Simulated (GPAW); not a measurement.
# Screening of a field by Ti2COS MXene monolayer, part 2 of 2

How does Ti2COS MXene monolayer screen a perpendicular field?

GPAW 26.7.0; GPAW, PAW setups; layer in a repeated cell with vacuum, relaxation of atoms and in-plane cell (the session's first sound run).

So far. Step 5 (Field on): The dipole is now -0.0124 e Å, against 0.017 in the run without a field.

**8. In a field**

Level of this step: GPAW, PAW setups; slab in vacuum (GPAW).

File run.py:

```python
import json
import numpy as np
from ase import Atoms
from gpaw import GPAW, PW
from gpaw.external import ConstantElectricField

slab = Atoms(
    ['S', 'Ti', 'C', 'Ti', 'O'],
    positions=[
        [0.00000, 1.78620, 7.00000],
        [1.54690, 0.89310, 8.60676],
        [0.00000, 0.00000, 9.80316],
        [0.00000, 1.78620, 11.13060],
        [1.54690, 0.89310, 12.01199]],
    cell=[[3.09379, -0.0, 0.0], [-1.5469, 2.67931, 0.0], [0.0, 0.0, 19.012]],
    pbc=[True, True, False])

slab.calc = GPAW(mode=PW(500), xc='PBE', kpts={'size': (12, 12, 1), 'gamma': True},
                 occupations={'name': 'fermi-dirac', 'width': 0.05}, nbands='160%',
                 convergence={'density': 1e-05}, maxiter=200,
                 poissonsolver={'dipolelayer': 'xy'},
                 external=ConstantElectricField(0.1, [0, 0, 1]),
                 symmetry={'tolerance': 1e-3}, txt='slab.txt')
result = {}
energy = slab.get_potential_energy()
fermi = slab.calc.get_fermi_level()
v = slab.calc.get_electrostatic_potential().mean((0, 1)) - fermi
n = slab.calc.get_pseudo_density().mean((0, 1))
L = slab.cell[2, 2]
z = np.arange(len(v)) * L / len(v)
low, high = slab.positions[:, 2].min(), slab.positions[:, 2].max()
below, above = np.interp([low - 4.8, high + 4.8], z, v)
slopes = [np.interp(x, z, np.gradient(v, z)) for x in (low - 4.8, high + 4.8)]
eps = np.array([[slab.calc.get_eigenvalues(k, s) for k in range(len(slab.calc.get_ibz_k_points()))]
                for s in range(slab.calc.get_number_of_spins())]) - fermi
top, bottom = eps[eps < 0].max(), eps[eps > 0].min()
dipole = slab.get_dipole_moment()[2]
print(f'energy {energy:.4f} eV, Fermi level {fermi:.4f} eV, dipole {dipole:.5f} e A')
print(f'potential 4.8 A off the faces, from the Fermi level: lower {below:.4f} eV, upper {above:.4f} eV')
print(f'slope of the potential there: lower {slopes[0]:.5f}, upper {slopes[1]:.5f} eV/A')
print(f'nearest levels on the mesh: {top:.4f} and {bottom:.4f} eV')
print('magnetic moment', round(slab.get_magnetic_moment(), 3))
result.update(energy=energy, fermi=fermi, dipole=dipole, below=below, above=above, slopes=slopes, edges=[top, bottom],
              z=z.tolist(), v=v.tolist(), n=n.tolist(), positions=slab.positions.tolist(),
              forces=slab.get_forces(apply_constraint=False).tolist(), moments=slab.get_magnetic_moments().tolist())
json.dump(result, open('result.json', 'w'))
```

Command:

```
$ OMP_NUM_THREADS=1 OPENBLAS_NUM_THREADS=1 python run.py
```

The log of the run:

```text
energy -38.9460 eV, Fermi level -0.3051 eV, dipole 0.04746 e A
potential 4.8 A off the faces, from the Fermi level: lower 6.3158 eV, upper 5.2808 eV
slope of the potential there: lower -0.00093, upper 0.00049 eV/A
nearest levels on the mesh: -0.0523 and 0.0403 eV
magnetic moment 0.0
```

Run time: 3.1 min. Hardware: 1 thread of Arm Neoverse V1, shared host; peak memory 0.48 GiB.

The electrostatic potential energy of an electron (without an applied field's), less the Fermi level, planar mean oscillates, so the rows of the table below give means over windows of 0.5 Å about each position, cut where the curve ends. Its maxima inside the range that stand out by 2 % of the span (Å: eV): 0.57: 6.32, 7.79: -4.04, 9.32: -6.61, 10.27: -5.21, 11.69: -12.1. Its minima: 7.03: -19.2, 8.65: -17.4, 9.79: -11.2, 11.12: -18.5, 11.98: -13.1.

The electrostatic potential energy of an electron (without an applied field's), less the Fermi level, planar mean by z; means over each step:

| z (Å) | electrostatic potential energy of an electron (without an applied field's), less the Fermi level, planar mean (eV) |
| --- | --- |
| 0.0 | 5.99 |
| 0.5 | 6.28 |
| 1.0 | 6.32 |
| 1.5 | 6.32 |
| 2.0 | 6.32 |
| 2.5 | 6.32 |
| 3.0 | 6.32 |
| 3.5 | 6.31 |
| 4.0 | 6.31 |
| 4.5 | 6.29 |
| 5.0 | 6.21 |
| 5.5 | 5.80 |
| 6.0 | 3.78 |
| 6.5 | -4.68 |
| 7.0 | -17.0 |
| 7.5 | -7.54 |
| 8.0 | -6.70 |
| 8.5 | -15.7 |
| 9.0 | -11.3 |
| 9.5 | -8.18 |
| 10.0 | -8.50 |
| 10.5 | -7.28 |
| 11.0 | -16.4 |
| 11.5 | -14.4 |
| 12.0 | -11.4 |
| 12.5 | -0.168 |
| 13.0 | 4.41 |
| 13.5 | 5.13 |
| 14.0 | 5.25 |
| 14.5 | 5.28 |
| 15.0 | 5.28 |
| 15.5 | 5.28 |
| 16.0 | 5.28 |
| 16.5 | 5.28 |
| 17.0 | 5.28 |
| 17.5 | 5.28 |
| 18.0 | 5.28 |
| 18.5 | 5.31 |

The dipole is now 0.0475 e Å, against 0.017 in the run without a field.

**9. In a field**

Changes to run.py since step 8:

```diff
@@ -21,3 +21,3 @@
                  poissonsolver={'dipolelayer': 'xy'},
-                 external=ConstantElectricField(0.1, [0, 0, 1]),
+                 external=ConstantElectricField(0.2, [0, 0, 1]),
                  symmetry={'tolerance': 1e-3}, txt='slab.txt')
```

The log of the run:

```text
energy -38.9523 eV, Fermi level -0.3195 eV, dipole 0.07740 e A
potential 4.8 A off the faces, from the Fermi level: lower 6.6657 eV, upper 4.9773 eV
slope of the potential there: lower -0.00094, upper 0.00049 eV/A
nearest levels on the mesh: -0.0507 and 0.0409 eV
magnetic moment 0.0
```

Wall time 3 min (1 thread); peak memory 0.48 GiB.

The electrostatic potential energy of an electron (without an applied field's), less the Fermi level, planar mean oscillates, so the rows of the table below give means over windows of 0.5 Å about each position, cut where the curve ends. Its maxima inside the range that stand out by 2 % of the span (Å: eV): 0.57: 6.67, 7.79: -3.88, 9.32: -6.60, 10.27: -5.29, 11.69: -12.4. Its minima: 7.03: -19.0, 8.65: -17.3, 9.79: -11.2, 11.12: -18.6, 11.98: -13.4.

Electrostatic potential energy of an electron (without an applied field's), less the Fermi level, planar mean against z; means over each step:

| z (Å) | electrostatic potential energy of an electron (without an applied field's), less the Fermi level, planar mean (eV) |
| --- | --- |
| 0.0 | 6.13 |
| 0.5 | 6.61 |
| 1.0 | 6.67 |
| 1.5 | 6.67 |
| 2.0 | 6.67 |
| 2.5 | 6.67 |
| 3.0 | 6.67 |
| 3.5 | 6.66 |
| 4.0 | 6.66 |
| 4.5 | 6.64 |
| 5.0 | 6.55 |
| 5.5 | 6.13 |
| 6.0 | 4.10 |
| 6.5 | -4.40 |
| 7.0 | -16.8 |
| 7.5 | -7.35 |
| 8.0 | -6.56 |
| 8.5 | -15.6 |
| 9.0 | -11.3 |
| 9.5 | -8.18 |
| 10.0 | -8.55 |
| 10.5 | -7.38 |
| 11.0 | -16.5 |
| 11.5 | -14.6 |
| 12.0 | -11.6 |
| 12.5 | -0.438 |
| 13.0 | 4.12 |
| 13.5 | 4.83 |
| 14.0 | 4.95 |
| 14.5 | 4.97 |
| 15.0 | 4.98 |
| 15.5 | 4.98 |
| 16.0 | 4.98 |
| 16.5 | 4.98 |
| 17.0 | 4.98 |
| 17.5 | 4.98 |
| 18.0 | 4.98 |
| 18.5 | 5.02 |

The dipole is now 0.0774 e Å, against 0.017 in the run without a field.

**10. In a field**

Changes to run.py since step 9:

```diff
@@ -21,3 +21,3 @@
                  poissonsolver={'dipolelayer': 'xy'},
-                 external=ConstantElectricField(0.2, [0, 0, 1]),
+                 external=ConstantElectricField(0.3, [0, 0, 1]),
                  symmetry={'tolerance': 1e-3}, txt='slab.txt')
```

The log of the run:

```text
energy -38.9615 eV, Fermi level -0.3344 eV, dipole 0.10735 e A
potential 4.8 A off the faces, from the Fermi level: lower 7.0166 eV, upper 4.6743 eV
slope of the potential there: lower -0.00096, upper 0.00049 eV/A
nearest levels on the mesh: -0.0491 and 0.0415 eV
magnetic moment 0.0
```

Wall time 3 min (1 thread); peak memory 0.48 GiB.

The dipole is now 0.107 e Å, against 0.017 in the run without a field.

**11. The series**

The members are put on one axis.

This step: induced dipole against applied field (GPAW 26.7.0).

Dipole along the normal against field:

| field (V/Å) | dipole along the normal (e·Å) |
| --- | --- |
| -0.200 | -0.0423 |
| -0.100 | -0.0124 |
| -0.050 | 0.00257 |
| 0.000 | 0.0172 |
| 0.050 | 0.0325 |
| 0.100 | 0.0475 |
| 0.200 | 0.0774 |
| 0.300 | 0.107 |

**12. Results**

```json
{
  "work function, upper and lower face": "5.585 and 5.967 eV",
  "dipole along the normal": "0.0172 e Å",
  "induced dipole per field": "0.299 e Å per V/Å",
  "out-of-plane polarisability per area, α/(ε0 A)": "6.53 Å"
}
```

In words: The field induces 0.299 e Å per V/Å, a polarisable thickness α/(ε0 A) of 6.53 Å beside 5.01 Å between the outermost nuclei. A perfect conductor would give the distance between its two image planes; a dielectric of thickness t gives t(1 - 1/ε). The two faces differ by 0.38 eV, the step that the slab's dipole makes (e p/(ε0 A) gives 0.38 eV), so the dipole layer is needed. The induced dipole is linear in the field over this range. The relaxation of atoms and cell ran in a fully periodic cell without the dipole layer, so the atoms of this polar layer felt a small spurious field. The runs had no spin polarisation, so a magnetic state, which thin layers of d-metal atoms can have, wasn't tested. The layer's cell and atoms come from the relaxation; spin-orbit coupling and temperature are left out.

[Logs are printed without paths, hosts, clocks, repeated set-up lines and the standing remarks that a program may print on its own settings, such as how far it seeks lower states.]

[Hosts, paths, dates, database ids (printed as entryN), source tags and the programs' standing remarks are cut or masked in the printed files.]
